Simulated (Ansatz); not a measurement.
# How the smearing shapes the phonons of TlBi2 (P6/mmm)

Wanted: frequencies of TlBi2 (P6/mmm) solved wavevector by wavevector at several smearings. The first relaxation steps of the session are not shown, so no cell shown is the starting entry, unless a step says so.

Main program and level: Ansatz 0.2.0; DFT PBEsol, scalar-relativistic, plane waves, PAW.

## 1. The cell after earlier relaxation steps

It takes space group P6/mmm (No. 191, hexagonal). Conventional cell: a = 5.622 Å, b = 5.622 Å, c = 3.348 Å, α = 90.00°, β = 90.00°, γ = 120.00°. Nearest to Tl lie 2 Tl at 3.35 Å and 12 Bi at 3.65 Å. Nearest to Bi lie 5 Bi at 3.25 to 3.35 Å and 6 Tl at 3.65 Å. Farther neighbours are not listed.

Structure file:

```cif
data_structure
_symmetry_space_group_name_H-M 'P 1'
_symmetry_Int_Tables_number 1
_cell_length_a 5.6220
_cell_length_b 5.6220
_cell_length_c 3.3477
_cell_angle_alpha 90.000
_cell_angle_beta 90.000
_cell_angle_gamma 120.000
_cell_volume 91.63
loop_
_atom_site_label
_atom_site_type_symbol
_atom_site_fract_x
_atom_site_fract_y
_atom_site_fract_z
_atom_site_occupancy
Tl1 Tl 0.00000 0.00000 0.00000 1
Bi2 Bi 0.66667 0.33333 0.50000 1
Bi3 Bi 0.33333 0.66667 0.50000 1
```

## 2. Tight relaxation

Phonons are second derivatives about the minimum, so the remaining forces must be small: the thresholds are tightened. Earlier relaxation steps are not shown.

Input file input.yaml:

```yaml
crystal:
  lattice:
    - [5.6219571141, 0.0, 0.0]
    - [-2.810978557, 4.8687576798, 0.0]
    - [0.0, 0.0, 3.3476980765]
  atoms:
    - { symbol: Tl, position: [0.0, 0.0, 0.0] }
    - { symbol: Bi, position: [0.6666666667, 0.3333333333, 0.5] }
    - { symbol: Bi, position: [0.3333333333, 0.6666666667, 0.5] }
kpoints:
  mp_grid: { grid: [6, 6, 8] }
hamiltonian:
  xc: pbesol
scf:
  occupations: { method: methfessel_paxton, width: 0.2 }
output:
  forces: true
  stress: true
  eigenvalues: true
relax:
  adjacent_minimum: "off"
  f_tol: 0.001
  max_steps: 60
  cell: { stress_tol: 0.01 }
```

Launch:

```sh
ansatz run input.yaml --threads 4 --pin off --max-ram 8192MiB --backend cpu --events-out ev --progress --plain --runs-dir out
```

Numbers of over 12 decimals in the logs are rounded to 6 here.

Output:

```text
[the first part of the log is left out]
  E_paw        = -31035.547468  (= ΣΔE_a)
  E_vpaw       = -846.681744  (= ΣTr[D̂ρ^β])
  E_aug_tail   = -0.000880  (compensation charges beyond the density's cutoff)
  E_ewald      = -4099.219849
  E_core_change = 0.217769  (= ΣΔE_core)
  E_smearing   = -0.001969  (= −TS)
  E_closure    = 0.000000  (closes the sum)
  Σ components = -35779.763959   (vs F -35779.763959, Δ=0.00e0)
--- Forces (eV/Å), atoms counted from 1 ---
  atom   1  Tl    -0.00000000    -0.00000000     0.00000000
  atom   2  Bi    -0.00000000    -0.00000000    -0.00000000
  atom   3  Bi     0.00000000     0.00000000     0.00000000
  max |Σ_I F_I| component: 3.70e-17 eV/Å
--- Stress (GPa, compression-positive) ---
        0.000698       0.000000      -0.000000
        0.000000       0.000698      -0.000000
       -0.000000      -0.000000       0.000970
  P = ⅓ Tr σ = 0.0008 GPa (0.008 kbar)
--- Band table (eV; the first three rows and the last of 35) ---
  k-point 0: bands = ["-11.9363", "-11.8399", "-11.8399", "-11.8226", "-11.7553", "-11.7553", "-11.7454", "-11.7454", "-11.6968", "-11.6968", "-2.0281", "-0.6927", "-0.3858", "-0.3858", "-0.2131", "-0.2131", "1.1737", "5.0290", "7.7782", "7.7782", "9.0611", "9.0611", "13.3668", "16.7475", "17.7215", "17.9126"]
  k-point 1: bands = ["-11.9054", "-11.8388", "-11.8388", "-11.7888", "-11.7669", "-11.7669", "-11.7445", "-11.7445", "-11.7064", "-11.7064", "-1.8449", "-0.5980", "-0.3762", "-0.3762", "-0.2559", "-0.2559", "1.3426", "5.1465", "7.9477", "7.9477", "9.3208", "9.3208", "11.6568", "14.9715", "17.7191", "17.7191"]
  k-point 2: bands = ["-11.8362", "-11.8362", "-11.8307", "-11.7948", "-11.7948", "-11.7424", "-11.7424", "-11.7292", "-11.7292", "-11.7069", "-1.3273", "-0.3693", "-0.3561", "-0.3561", "-0.3533", "-0.3533", "1.8197", "5.3929", "8.4107", "8.4107", "9.4148", "10.0732", "10.0732", "12.2563", "14.9758", "16.5283"]
  k-point 34: bands = ["-11.9026", "-11.8438", "-11.8159", "-11.8159", "-11.7988", "-11.7988", "-11.7537", "-11.6634", "-11.6254", "-11.6254", "-0.5931", "-0.5931", "-0.3257", "-0.3257", "-0.0732", "1.1645", "1.1645", "6.3001", "7.2208", "7.2455", "7.2455", "11.6763", "11.6763", "12.3736", "14.3099", "14.3099"]
--- Relaxed structure (3 steps of the walk, 3 accepted, 1 SCFs on fresh bases) ---
  F+E_penalty+E_count = -35779.76395881 eV   max|allowed force component| = 1.912e-16 eV/Å   (the final SCF, on the basis selected at the relaxed cell)
  cell:  # Å, volume = 91.6693 Å³
    - [5.625686, -2.8886657664474864e-11, 0.0]
    - [-2.812843, 4.871987, 0.0]
    - [0.0, 0.0, 3.344583]
  atoms:
    - { symbol: Tl, position: [0, 0, 0.0] }
    - { symbol: Bi, position: [0.666667, 0.333333, 0.500000] }
    - { symbol: Bi, position: [0.333333, 0.666667, 0.500000] }
```

Wall time 5.5 s (4 threads of Arm Neoverse V1, shared host); peak memory 0.44 GiB; 20 s of CPU time.

Little changed from the start: no atom moved by 0.005 Å and no cell edge by 0.1 %.

Numbers from this step:

- pressure: 7.88e-4 GPa
- volume per atom: 30.56 Å³
- metallic on mesh: yes
- gap on the k-mesh: 0 eV

The largest force is now zero by symmetry and the largest stress component 9.7e-4 GPa, small enough for phonons.

## 3. Wavevectors along a line: Fermi–Dirac smearing of 0.1 eV

The smearing blurs the Fermi surface that screens the phonons; a Fermi–Dirac width is an electronic temperature.

Input file input.yaml:

```yaml
crystal:
  lattice:
    - [5.6256863128, 0.0, 0.0]
    - [-2.8128431564, 4.8719872606, 0.0]
    - [0.0, 0.0, 3.3445834079]
  atoms:
    - { symbol: Tl, position: [0.0, 0.0, 0.0] }
    - { symbol: Bi, position: [0.6666666667, 0.3333333333, 0.5] }
    - { symbol: Bi, position: [0.3333333333, 0.6666666667, 0.5] }
kpoints:
  mp_grid: { grid: [9, 9, 12] }
hamiltonian:
  xc: pbesol
scf:
  occupations: { method: fermi_dirac, width: 0.1 }
output:
  eigenvalues: true
phonons:
  method: dfpt
  qpoints: [[0, 0, 0], [0.333333333, 0.0, 0.0]]
```

Output:

```text
The run solves and reports these wavevectors of phonons.qpoints, in the list's order, at another value: [0.333333333, 0.0, 0.0] as [0.333333, 0.0, 0.0].
[...]
Crystal: 3 atoms, lattice volume = 91.669 Å³
Basis set: ecut = 420 eV, 1823 PW (Γ), exchange–correlation on 80×80×48 points (8 copies of the dense FFT grid, shifted against one another)
Bands: 26, of which v1, the nominal top of the filled ones, is band 22 counted from 1 (21 counted from 0)
Symmetry: 24 space group operations
k-points: 84 of 972
[...]
SCF iter   1: F=—  HF=-35779.795485 eV  |F-HF|=—  |Δ(HF+E_count)|=         —  Δρ=2.00e-3  dr2=4.06e-3  ethr=1.77e-3  ⟨swp⟩=6.3  Hψ=10169  notcnv=0
[...]
SCF iter   9: F=-35779.792645 eV  HF=-35779.792645 eV  |F-HF|=2.91e-11  |Δ(HF+E_count)|=  1.46e-11  Δρ=3.61e-8  dr2=1.03e-12  ethr=1.00e-12  ⟨swp⟩=6.2  Hψ=10418  notcnv=0
SCF 1 converged in 9 iterations: F = -35779.792645 eV  dr2 = 1.03e-12
[...]
NSCF: frozen V_eff on 84 k-points
[...]
DFPT response loops at q = (0, 0, 0) (fractional): preconditioner auto → Kerker (q_TF=auto, 2.405 Å⁻¹) (partly filled bands, converged f_vac=0.000); β = 1.00, the filter's whole step (`scf.mixing.beta` (0.50) is not read by the response loops under this deck's `scf.mixing.preconditioner`; to damp them name `kerker` or `kerker_dos`, under which they read `scf.mixing.beta`, and type it under 1.00, their step now; both keys bind the ground state too); Broyden in place of MSR1
[...]
SCF converged after 9 iterations
Free energy (F): -35779.792645 eV
[...]
Internal energy: -35779.746109 eV  (E = F + TS)
E sigma→0 (E₀):  -35779.769377 eV
Entropy (-TS):   -0.046536 eV (-15.512 meV/atom)
Fermi energy:    11.030100 eV
[...]
--- Band table (eV; the first three rows and the last of 84) ---
  k-point 0: bands = [... 18 lower, 7.7812, 7.7812, 9.0637, 9.0637, 13.3646, 16.7419, 17.7185, 17.9149]
  k-point 1: bands = [... 18 lower, 7.8575, 7.8575, 9.1797, 9.1797, 12.4473, 15.8189, 17.8506, 17.8506]
  k-point 2: bands = [... 18 lower, 8.0780, 8.0780, 9.5221, 9.5221, 10.8399, 14.0457, 17.0189, 17.4660]
  k-point 83: bands = [... 18 lower, 7.2252, 7.2391, 7.2391, 11.6805, 11.6805, 12.3770, 14.3088, 14.3088]
--- Phonons (Γ-DFPT): 4 representative perturbations + reference (Σ response iterations 12) ---
  ASR residual: 2.616e-4 → 0.000e0 eV/Å²; symmetrization residual: 1.079e-4 eV/Å²
  ASR residual per site (eV/Å²): 2.62e-4 1.40e-4 1.40e-4
  Γ frequencies (cm⁻¹): 0.00 0.00 0.00 25.07 33.48 56.52 56.52 82.56 82.56
  non-analytic LO–TO correction: not included (Born effective charges unavailable; polar crystals: no LO–TO splitting at Γ)
--- Phonons (arbitrary-q DFPT): 2 explicit q-points ---
  q = [0, 0, 0] (of the zone-centre solve; hermiticity 7.14e-5, symmetrization 4.05e-12): -0.00 0.00 0.00 25.07 33.48 56.52 56.52 82.56 82.56
  q = [0.333333, 0, 0] (4 solved perturbations in 1764 linear systems a pass and spin channel, the states on 567 of 972 k-point pairs; hermiticity 2.99e-5, symmetrization 9.75e-11): 18.95 20.72 27.66 35.06 41.39 45.44 49.77 70.81 75.47
  sum rule: each row above includes the acoustic sum rule's correction from the zone centre's row sums; it moved no ω² by more than (0.59 cm⁻¹)²
```

Elapsed: 2.9 min, on 4 threads; peak memory 3.4 GiB.

The column dr2 measures how far the density is from self-consistency, as an energy; F and HF (Harris–Foulkes) agree once it is small.

Each wavevector solved by linear response. Frequency against |q| along the line; 7 of 9 lines:

```tsv
|q| along the line (Å⁻¹)	mode 1 (cm⁻¹)	mode 2 (cm⁻¹)	mode 3 (cm⁻¹)	mode 4 (cm⁻¹)	mode 5 (cm⁻¹)	mode 6 (cm⁻¹)	mode 7 (cm⁻¹)
0.000	0	0	0	25.1	33.5	56.5	56.5
0.430	18.9	20.7	27.7	35.1	41.4	45.4	49.8
```

## 4. Phonons along a line: Fermi–Dirac smearing of 0.25 eV

Each wavevector is solved by itself, so no interpolation smooths a dip of the branch.

Changes to input.yaml since step 3:

```diff
@@ -14,3 +14,3 @@
 scf:
-  occupations: { method: fermi_dirac, width: 0.1 }
+  occupations: { method: fermi_dirac, width: 0.25 }
 output:
```

Wider smearing eases the sum over k-points of a metal but moves the result away from its zero-temperature value.

Output:

```text
band count auto-derived: 28 (N_el = 43.0; filled up to band 22; 26 by the electrons, moments and atoms)
[...]
Crystal: 3 atoms, lattice volume = 91.669 Å³
Basis set: ecut = 420 eV, 1823 PW (Γ), exchange–correlation on 80×80×48 points (8 copies of the dense FFT grid, shifted against one another)
Bands: 28, of which v1, the nominal top of the filled ones, is band 22 counted from 1 (21 counted from 0)
[... 1 set-up line as in the run before ...]
k-points: 84 of 972
[...]
SCF iter   1: F=—  HF=-35779.921385 eV  |F-HF|=—  |Δ(HF+E_count)|=         —  Δρ=1.97e-3  dr2=4.12e-3  ethr=1.77e-3  ⟨swp⟩=7.1  Hψ=11058  notcnv=0
[...]
SCF iter   9: F=-35779.918366 eV  HF=-35779.918366 eV  |F-HF|=2.18e-11  |Δ(HF+E_count)|=    0.00e0  Δρ=4.03e-8  dr2=1.80e-12  ethr=1.00e-12  ⟨swp⟩=6.4  Hψ=11642  notcnv=0
SCF 1 converged in 9 iterations: F = -35779.918366 eV  dr2 = 1.80e-12
[...]
WARN: eigensolver did not converge in 4 slots of this pass, the one above among them; of largest residual over every band (k=79): 1 band(s) unlocked (lowest unlocked band 27, counted from 0; max residual 1.24e-5 eV among the unlocked bands, 1.24e-5 eV over every band); of lowest unlocked band (k=9): band 27
[...]
SCF converged after 9 iterations
Free energy (F): -35779.918366 eV
[...]
Internal energy: -35779.613084 eV  (E = F + TS)
E sigma→0 (E₀):  -35779.765725 eV
Entropy (-TS):   -0.305282 eV (-101.761 meV/atom)
Fermi energy:    11.033366 eV
[...]
--- Band table (eV; the first three rows and the last of 84) ---
  k-point 0: bands = [... 18 lower, 7.7814, 7.7814, 9.0632, 9.0632, 13.3656, 16.7440, 17.7196, 17.9147, ... 2 higher]
  k-point 1: bands = [... 18 lower, 7.8577, 7.8577, 9.1792, 9.1792, 12.4483, 15.8211, 17.8505, 17.8505, ... 2 higher]
  k-point 2: bands = [... 18 lower, 8.0782, 8.0782, 9.5216, 9.5216, 10.8410, 14.0479, 17.0165, 17.4658, ... 2 higher]
  k-point 83: bands = [... 18 lower, 7.2238, 7.2411, 7.2411, 11.6804, 11.6804, 12.3745, 14.3091, 14.3091, ... 2 higher]
[...]
ASR residual: 1.213e-4 → 0.000e0 eV/Å²; symmetrization residual: 3.938e-5 eV/Å²
  ASR residual per site (eV/Å²): 6.31e-5 1.21e-4 1.21e-4
  Γ frequencies (cm⁻¹): 0.00 0.00 0.00 26.25 33.07 54.32 54.32 80.02 80.02
[...]
--- Phonons (arbitrary-q DFPT): 2 explicit q-points ---
[...]
```

Elapsed: 2.9 min, on 4 threads; peak memory 3.6 GiB.

Each wavevector solved by linear response. Table of frequency by |q| along the line; 7 of 9 lines:

```tsv
|q| along the line (Å⁻¹)	mode 1 (cm⁻¹)	mode 2 (cm⁻¹)	mode 3 (cm⁻¹)	mode 4 (cm⁻¹)	mode 5 (cm⁻¹)	mode 6 (cm⁻¹)	mode 7 (cm⁻¹)
0.000	0	0	0	26.2	33.1	54.3	54.3
0.430	18.9	19.5	27.2	33.6	39.8	44.5	49.7
```

Against step 3 (now smearing width 0.25 eV), the free energy moves by -41.9 meV an atom.

## 5. Phonons along a line: Fermi–Dirac smearing of 0.04 eV

The smearing blurs the Fermi surface that screens the phonons; a Fermi–Dirac width is an electronic temperature.

Changes to input.yaml since step 4:

```diff
@@ -14,3 +14,3 @@
 scf:
-  occupations: { method: fermi_dirac, width: 0.25 }
+  occupations: { method: fermi_dirac, width: 0.04 }
 output:
```

Narrower smearing comes nearer the zero-temperature value but asks more of the mesh.

Output:

```text
[...]
Crystal: 3 atoms, lattice volume = 91.669 Å³
Basis set: ecut = 420 eV, 1823 PW (Γ), exchange–correlation on 80×80×48 points (8 copies of the dense FFT grid, shifted against one another)
Bands: 26, of which v1, the nominal top of the filled ones, is band 22 counted from 1 (21 counted from 0)
[... 1 set-up line as in the run before ...]
k-points: 84 of 972
[...]
SCF iter   1: F=—  HF=-35779.776029 eV  |F-HF|=—  |Δ(HF+E_count)|=         —  Δρ=2.03e-3  dr2=4.14e-3  ethr=1.77e-3  ⟨swp⟩=6.7  Hψ=10421  notcnv=0
[...]
SCF iter   9: F=-35779.773196 eV  HF=-35779.773196 eV  |F-HF|=2.91e-11  |Δ(HF+E_count)|=  1.46e-11  Δρ=4.48e-8  dr2=2.55e-12  ethr=1.00e-12  ⟨swp⟩=6.7  Hψ=10240  notcnv=0
SCF 1 converged in 9 iterations: F = -35779.773196 eV  dr2 = 2.55e-12
[...]
SCF converged after 9 iterations
Free energy (F): -35779.773196 eV
[...]
Internal energy: -35779.765736 eV  (E = F + TS)
E sigma→0 (E₀):  -35779.769466 eV
Entropy (-TS):   -0.007460 eV (-2.487 meV/atom)
Fermi energy:    11.015024 eV
[...]
--- Band table (eV; the first three rows and the last of 84) ---
  k-point 0: bands = [... 18 lower, 7.7801, 7.7801, 9.0642, 9.0642, 13.3635, 16.7399, 17.7176, 17.9149]
  k-point 1: bands = [... 18 lower, 7.8564, 7.8564, 9.1802, 9.1802, 12.4462, 15.8168, 17.8506, 17.8506]
  k-point 2: bands = [... 18 lower, 8.0769, 8.0769, 9.5225, 9.5225, 10.8389, 14.0435, 17.0238, 17.4658]
  k-point 83: bands = [... 18 lower, 7.2270, 7.2369, 7.2369, 11.6801, 11.6801, 12.3815, 14.3083, 14.3083]
[...]
ASR residual: 2.849e-4 → 0.000e0 eV/Å²; symmetrization residual: 1.137e-4 eV/Å²
  ASR residual per site (eV/Å²): 2.85e-4 9.90e-5 9.90e-5
  Γ frequencies (cm⁻¹): 0.00 0.00 0.00 25.91 33.51 57.40 57.40 84.88 84.88
[...]
--- Phonons (arbitrary-q DFPT): 2 explicit q-points ---
[...]
```

It took 2.7 min on 4 threads; peak memory 3.4 GiB.

Each wavevector solved by linear response. Frequency against |q| along the line; 7 of 9 lines:

```tsv
|q| along the line (Å⁻¹)	mode 1 (cm⁻¹)	mode 2 (cm⁻¹)	mode 3 (cm⁻¹)	mode 4 (cm⁻¹)	mode 5 (cm⁻¹)	mode 6 (cm⁻¹)	mode 7 (cm⁻¹)
0.000	0	0	0	25.9	33.5	57.4	57.4
0.430	18.6	20.9	27.8	35.5	41.9	46.1	48.4
```

Against step 3 (now smearing width 0.04 eV), the free energy moves by +6.5 meV an atom.

## 6. Wavevectors along a line: Methfessel–Paxton smearing of 0.2 eV

The smearing blurs the Fermi surface that screens the phonons; a Methfessel–Paxton width blurs it less than a thermal one.

Changes to input.yaml since step 5:

```diff
@@ -14,3 +14,3 @@
 scf:
-  occupations: { method: fermi_dirac, width: 0.04 }
+  occupations: { method: methfessel_paxton, width: 0.2 }
 output:
```

Output:

```text
[...]
Crystal: 3 atoms, lattice volume = 91.669 Å³
Basis set: ecut = 420 eV, 1823 PW (Γ), exchange–correlation on 80×80×48 points (8 copies of the dense FFT grid, shifted against one another)
Bands: 26, of which v1, the nominal top of the filled ones, is band 22 counted from 1 (21 counted from 0)
[... 1 set-up line as in the run before ...]
k-points: 84 of 972
[...]
SCF iter   1: F=—  HF=-35779.772335 eV  |F-HF|=—  |Δ(HF+E_count)|=         —  Δρ=2.02e-3  dr2=4.09e-3  ethr=1.77e-3  ⟨swp⟩=6.0  Hψ=9801  notcnv=0
[...]
SCF iter   9: F=-35779.769495 eV  HF=-35779.769495 eV  |F-HF|=2.91e-11  |Δ(HF+E_count)|=  7.28e-12  S|Δr|=    0.00e0  Δρ=4.18e-8  dr2=2.17e-12  ethr=1.00e-12  ⟨swp⟩=6.8  Hψ=10233  notcnv=0
SCF 1 converged in 9 iterations: F = -35779.769495 eV  dr2 = 2.17e-12
[...]
SCF converged after 9 iterations
Stability not checked: this state was not tested for a lower state beside it, because cold or Methfessel-Paxton smearing, or corrected tetrahedra, fill the levels in a way that the test cannot read (fill_not_monotonic; see scf.lower_state_search)
Free energy (F): -35779.769495 eV
[...]
Internal energy: -35779.769576 eV  (E = F + TS)
E sigma→0 (E₀):  -35779.769515 eV
Entropy (-TS):   0.000082 eV (0.027 meV/atom)
Fermi energy:    11.022599 eV
[...]
--- Band table (eV; the first three rows and the last of 84) ---
  k-point 0: bands = [... 18 lower, 7.7803, 7.7803, 9.0643, 9.0643, 13.3632, 16.7393, 17.7172, 17.9150]
  k-point 1: bands = [... 18 lower, 7.8566, 7.8566, 9.1803, 9.1803, 12.4458, 15.8162, 17.8507, 17.8507]
  k-point 2: bands = [... 18 lower, 8.0771, 8.0771, 9.5227, 9.5227, 10.8385, 14.0428, 17.0228, 17.4660]
  k-point 83: bands = [... 18 lower, 7.2268, 7.2365, 7.2365, 11.6801, 11.6801, 12.3805, 14.3084, 14.3084]
[...]
ASR residual: 2.569e-4 → 0.000e0 eV/Å²; symmetrization residual: 1.038e-4 eV/Å²
  ASR residual per site (eV/Å²): 2.57e-4 1.00e-4 1.00e-4
  Γ frequencies (cm⁻¹): 0.00 0.00 0.00 24.45 33.38 57.76 57.76 83.70 83.70
[...]
--- Phonons (arbitrary-q DFPT): 2 explicit q-points ---
[...]
```

Run time: 2.8 min. Hardware: 4 threads; peak memory 3.5 GiB.

Each wavevector solved by linear response. Frequency against |q| along the line; 7 of 9 lines:

```tsv
|q| along the line (Å⁻¹)	mode 1 (cm⁻¹)	mode 2 (cm⁻¹)	mode 3 (cm⁻¹)	mode 4 (cm⁻¹)	mode 5 (cm⁻¹)	mode 6 (cm⁻¹)	mode 7 (cm⁻¹)
0.000	0	0	0	24.4	33.4	57.8	57.8
0.430	18.5	21.1	27.7	35.4	42.0	46.1	49.3
```

Against step 3 (now occupations Methfessel-Paxton and smearing width 0.2 eV), the free energy moves by +7.7 meV an atom.

## 7. Smearing and the soft branch

Lowest frequency against |q| along the line:

```tsv
|q| along the line (Å⁻¹)	fermi dirac 0.1 eV, k 9x9x12 (cm⁻¹)	fermi dirac 0.25 eV, k 9x9x12 (cm⁻¹)	fermi dirac 0.04 eV, k 9x9x12 (cm⁻¹)	methfessel paxton 0.2 eV, k 9x9x12 (cm⁻¹)
0.000	0	0	0	0
0.430	18.9	18.9	18.6	18.5
```

## 8. Results

```json
{
 "phonon run of the rows without a label of their own": "PBEsol, k 9×9×12",
 "lowest branch at the last solved point, Fermi–Dirac 0.1 eV": "18.9 cm⁻¹ at |q| = 0.430 Å⁻¹",
 "lowest branch at the last solved point, Fermi–Dirac 0.25 eV": "18.9 cm⁻¹ at |q| = 0.430 Å⁻¹",
 "lowest branch at the last solved point, Fermi–Dirac 0.04 eV": "18.6 cm⁻¹ at |q| = 0.430 Å⁻¹",
 "lowest branch at the last solved point, Methfessel–Paxton 0.2 eV": "18.5 cm⁻¹ at |q| = 0.430 Å⁻¹"
}
```

What this shows: No branch softens by more than 4 % of the top frequency as the smearing narrows, so no anomaly that hangs on the smearing shows at these points. The line holds 2 wavevectors, so a narrow dip between them would be missed. Between Fermi–Dirac 0.25 eV and Fermi–Dirac 0.04 eV the largest change, with modes counted by rank of frequency, is in mode 8 at |q| = 0 Å⁻¹, from 80.0 to 84.9 cm⁻¹. Where branches cross, a count by rank can hide a softening. At the narrowest width the k mesh may not resolve the Fermi surface, so part of the change can be mesh noise. Spin–orbit coupling, left out here, matters for Bi and Tl.

[Logs are printed without paths, hosts, clocks, repeated set-up lines and the standing remarks that a program may print on its own settings, such as how far it seeks lower states.]

[Hosts, paths, dates, database ids (printed as entryN), source tags and the programs' standing remarks are cut or masked in the printed files.]
